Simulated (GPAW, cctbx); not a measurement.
# How far are the atoms of AlB4W3 from free atoms?

Question: by how much does bonding change the X-ray structure factors of AlB4W3, how firmly does DFT give the change, and what does a routine refinement make of it?

The start was made by putting kin elements into a known structure type; the compound need not exist, or be stable, in this form. All numbers below are calculated.

**1. Relax the structure**

The density hangs on the geometry, so cell and atoms are relaxed first, with the symmetry held. The cutoff is set higher than for the density because stress converges slowly with plane waves.

Settings: GPAW 26.7.0, PBE, 670 eV, 6×6×2 k-points (along the axes of the calculation cell), Fermi–Dirac width 0.1 eV, BFGS to 0.03 eV/Å.

```text
cell
1.0
     3.192000000    0.000000000    0.000000000
     0.000000000    3.248000000    0.000000000
     0.000000000    0.000000000    8.818000000
W Al B
3 1 4
Direct
0.500000000 0.000000000 0.000000000
0.000000000 0.000000000 0.684900000
0.000000000 0.000000000 0.315100000
0.500000000 0.500000000 0.500000000
0.000000000 0.500000000 0.891100000
0.000000000 0.500000000 0.108900000
0.500000000 0.500000000 0.784400000
0.500000000 0.500000000 0.215600000
```

```console
$ OMP_NUM_THREADS=1 mpirun -n 4 gpaw python run.py > gpaw.log
```

```text
BFGS:    0      -66.162821        2.270826
BFGS:    1      -66.441332        1.904089
BFGS:    2      -67.076467        0.838724
BFGS:    3      -67.123012        0.686430
...
BFGS:   14      -67.262843        0.056389
BFGS:   15      -67.263302        0.038572
BFGS:   16      -67.263500        0.013997
cell  3.0904 3.1785 8.4126  90.00 90.00 90.00
volume 82.637 A^3, largest force 0.014 eV/A, largest stress 0.22 GPa
```

After 16 steps the volume has changed by -9.6 % and the energy by -1.101 eV; the largest stress left is 0.22 GPa. It took 5.1 min on 4 cores of Arm Neoverse V1 (shared host), peak memory 1.2 GiB.

Relaxed structure: Pmmm (no. 47), a = 3.0904 Å, b = 3.1785 Å, c = 8.4126 Å, α = 90.00°, β = 90.00°, γ = 90.00°.

```
atom  mult.    x    y       z
  W1      1  1/2    0       0
  W2      2    0    0  0.6969
 Al1      1  1/2  1/2     1/2
  B1      2    0  1/2  0.8934
  B2      2  1/2  1/2  0.7786
```

**2. Density and charge transfer**

X-rays see the whole electron density, so the PAW density is rebuilt with its core regions. Subtracting spherical free atoms from the same code cancels the cores and leaves the deformation density Δρ, the part due to bonding.

Settings: PBE, 550 eV, 8×7×3 k-points (along the axes of the calculation cell), Fermi–Dirac width 0.1 eV; primitive cell of 8 atoms.

```console
$ OMP_NUM_THREADS=1 mpirun -n 4 gpaw python run.py > gpaw.log
```

```text
|iter:   1|       0s |  -70.139390 | +0.24 |       |
|iter:   2|       2s |  -69.280003 | -1.68 | -1.04 |
|iter:   3|       4s |  -69.255420 | -0.22 | -1.09 |
...
|iter:   9|      16s |  -67.236371c| -5.43 | -3.45 |
|iter:  10|      17s |  -67.236369c| -6.88 | -4.01c|
|iter:  11|      19s |  -67.236371c| -7.98c| -4.48c|
```

```text
grid (36, 36, 96)  electrons 255.000  moved by bonding 1.284 e
deformation density beyond 0.5 A of the nuclei: max 0.110, min -0.146 e/A^3
atom        x       y       z   Voronoi charge  moment
W 1    0.5000  0.0000  0.0000      0.401       0.00
W 2    0.0000  0.0000  0.6970      0.198       0.00
W 3    0.0000  0.0000  0.3030      0.198       0.00
Al4    0.5000  0.5000  0.5000      0.069       0.00
B 5    0.0000  0.5000  0.8934     -0.199       0.00
B 6    0.0000  0.5000  0.1066     -0.199       0.00
B 7    0.5000  0.5000  0.7786     -0.235       0.00
B 8    0.5000  0.5000  0.2214     -0.235       0.00
mean inner potential of superposed free atoms 31.490 V
total magnetic moment 0.000 muB
```

Deformation density in a plane through the shortest contact of the B atom at the origin, in 0.01 e/Å³ (clipped at ±99); x from -1.6 to 3.4 Å, y from 2.4 down to -2.4 Å:

```text
  3   3   6   9   6   1   0   2   2   0   1   6   9   6   3   3
  2   2   6   3   3   2   0  -1  -1   0   2   3   3   6   2   2
  0   .   .   .  -4   0  -1  -3  -3  -1   0  -4   .   .   .   0
  1   3   .   1   1   1   0  -2  -2   0   1   1   1   .   3   1
  3   3   5   8   7   2   0   1   1   0   2   7   8   5   3   3
  1   2   4   5   5   .   0   6   6   0   .   5   5   4   2   1
 -1  -1   0   0   .   .   .  10  10   .   .   .   0   0  -1  -1
  1   2   4   5   5   .   0   6   6   0   .   5   5   4   2   1
  3   3   5   8   7   2   0   1   1   0   2   7   8   5   3   3
  1   3   .   1   1   1   0  -2  -2   0   1   1   1   .   3   1
  0   .   .   .  -4   0  -1  -3  -3  -1   0  -4   .   .   .   0
  2   2   6   3   3   2   0  -1  -1   0   2   3   3   6   2   2
  3   3   6   9   6   1   0   2   2   0   1   6   9   6   3   3
```

Atoms in or within 0.15 Å of the plane: B (0.0, 0.0), B (1.8, 0.0), B (-1.0, 1.6), B (-1.0, -1.6), B (2.8, 1.6), B (2.8, -1.6) Å. Dots mark points within about 0.45 Å of a nucleus; large values next to them are atomic features.

B gains most (-0.22 e) and W loses most (+0.27 e), in averages over each element's sites, which isn't the order of electronegativity: valence and coordination count too, and Voronoi cells cut space at the midplane whatever the atoms' sizes. Such charges fall far short of formal ones, since overlapping free atoms already put density on their neighbours. Along the shortest contact from the B atom at the map's origin, B–B at 1.79 Å, Δρ is +0.11 e/Å³ at the midpoint: a bond charge, the mark of covalency. At the midpoints of other shortest contacts it is +0.02 (W–B, 2.29 Å), +0.01 (Al–B, 2.34 Å), +0.01 (W–Al, 2.77 Å) and 0.00 (W–W, 2.98 Å) e/Å³. Point values carry grid noise of about 0.01 e/Å³. The run needed 11 iterations, 30 s.

**3. Structure factors**

The Fourier components of Δρ, added to those of the free atoms, give the static X-ray structure factors; the Mott–Bethe relation turns them into the Fourier components V of the potential that fast electrons feel.

```text
static structure factors of the conventional cell: F in electrons, V (Mott-Bethe) in volts
   h  k  l      d  |F| table  |F| free   |F| DFT   change   |V| free  |V| DFT  change %
   0  0  1  8.4126    21.660    21.631    21.664    0.032     2.256    2.128     -5.6
   0  0  2  4.2063    33.716    33.663    34.000    0.337     2.665    2.335    -12.4
   0  1  0  3.1785   174.045   173.922   173.233   -0.688     8.450    8.835      4.6
   1  0  0  3.0904    55.449    55.394    55.473    0.078     2.970    2.928     -1.4
   0  1  1  2.9734    26.186    26.184    25.771   -0.413     1.355    1.557     15.0
   1  0  1  2.9009    93.419    93.329    93.009   -0.320     4.687    4.837      3.2
   0  0  3  2.8042   156.820   156.673   156.220   -0.453     8.497    8.694      2.3
   0  1  2  2.5359    41.195    41.156    40.841   -0.316     2.529    2.642      4.5
   1  0  2  2.4905   163.445   163.260   162.581   -0.680     9.770   10.004      2.4
   1  1  0  2.2157    69.456    69.359    69.133   -0.226     4.804    4.865      1.3
   1  1  1  2.1427   111.056   110.892   110.816   -0.076     7.788    7.807      0.2
   0  0  4  2.1031    95.931    95.767    95.530   -0.236     6.042    6.100      1.0
   0  1  3  2.1028   173.548   173.270   173.085   -0.185    11.686   11.731      0.4
   1  0  3  2.0767    49.713    49.634    49.352   -0.282     3.539    3.607      1.9
```

The largest X-ray change is -0.69 e on 010, 0.4 % of |F|. For electrons V goes as (Z − F)/g², so a change of F counts against Z − F, which is small at low angle and wherever the atoms' terms cancel: |V| of 011 moves by +15.0 % (1.35 to 1.56 V) against -1.6 % in |F|. The last three rows still change by up to 0.28 e; the table stops while the angles are still low. The tabulated Hartree–Fock atoms differ from the free DFT atoms by up to 0.28 e, so the choice of reference atom matters too.

**4. How cheap can the run be?**

Cutoff and k-mesh: one is changed at a time, to find what the result needs.

| run | ΔF 010 (e) | ΔF 102 (e) | ΔF 003 (e) | q(B) (e) | moved (e) | time |
| --- | --- | --- | --- | --- | --- | --- |
| 550 eV 8×7×3 | -0.688 | -0.680 | -0.453 | -0.217 | 1.284 | 30 s |
| 250 eV 8×7×3 | -0.656 | -0.656 | -0.441 | -0.212 | 1.257 | 11 s |
| 350 eV 8×7×3 | -0.684 | -0.677 | -0.452 | -0.216 | 1.260 | 15 s |
| 750 eV 8×7×3 | -0.688 | -0.680 | -0.454 | -0.216 | 1.274 | 40 s |
| 550 eV 2×2×1 | -0.611 | -0.691 | -0.700 | -0.223 | 1.453 | 11 s |
| 550 eV 4×4×2 | -0.678 | -0.689 | -0.450 | -0.215 | 1.275 | 18 s |

Within 0.01 e of the base on all three: 350 eV 8×7×3, 550 eV 4×4×2 and 750 eV 8×7×3. The largest error, 0.247 e, comes with 550 eV 2×2×1. The moved charge is off by up to 13 % among these runs. Times are from shared hosts.

**5. What a spherical-atom refinement makes of it**

Routine crystallography fits spherical atoms. To see the bias, intensities are simulated from tabulated atoms plus the DFT change ΔF, so that bonding alone can misfit (2760 reflections of the full sphere, merged to the counts below, to 0.5 Å, 1 % proportional noise plus counting noise, assumed isotropic U as listed, Δρ smeared by the mean U) and refined with cctbx over different ranges.

| range | data | R1 | GooF | U W1 (true 0.0037) | U W2 (true 0.0037) | U Al1 (true 0.0068) | U B1 (true 0.0085) | largest shift (Å) | Δρ max, min (e/Å³) |
| --- | --- | --- | --- | --- | --- | --- | --- | --- | --- |
| all data | 450 | 0.0038 | 1.03 | 0.0037 | 0.0037 | 0.0067 | 0.0087 | 0.0017 | 0.57, -0.48 |
| low resolution, d > 0.84 | 113 | 0.0033 | 1.12 | 0.0037 | 0.0037 | 0.0067 | 0.0083 | 0.0056 | 0.24, -0.33 |
| high order, d < 0.75 | 302 | 0.0040 | 0.99 | 0.0036 | 0.0037 | 0.0067 | 0.0087 | 0.0014 | 0.42, -0.36 |
| occupancies free, d > 0.7 | 183 | 0.0034 | 1.08 | 0.0037 | 0.0037 | 0.0069 | 0.0088 | 0.0025 | 0.38, -0.32 |

With all data GooF is 1.03, so at this noise the bonding hardly shows; the top residual peak, near noise level, lies 0.55 Å from W and 2.08 Å from B. No U is off by more than 3 s.u. at low resolution. With W1 held at 1 and the scale free, the other occupancies refine to W2 0.999(0.001), Al1 0.998(0.007), B1 1.014(0.017) and B2 1.002(0.017), within three s.u. of full.

**6. Answer**

Bonding moves 1.28 e in the primitive cell of AlB4W3 and changes the structure factors of the conventional cell in the table above by at most 0.69 e (010, 0.4 %), and among reflections above 2 % of the strongest by up to 1.6 % (011). The shortest bond, B–B, has Δρ = +0.11 e/Å³ at its midpoint, a covalent bond charge. Within 0.01 e of the base on all three: 350 eV 8×7×3, 550 eV 4×4×2 and 750 eV 8×7×3. The largest error, 0.247 e, comes with 550 eV 2×2×1. The moved charge is off by up to 13 % among these runs. With all data GooF is 1.03, so at this noise the bonding hardly shows. Limits: static density, frozen cores, no spin–orbit coupling.

[Outputs are excerpts: Python notices, other lines and further rows are left out; steps that failed or that the build refused (PBEsol, TPSS) are not shown.]

[Logs are printed without paths, hosts, clocks, repeated set-up lines and the standing remarks that a program may print on its own settings, such as how far it seeks lower states.]
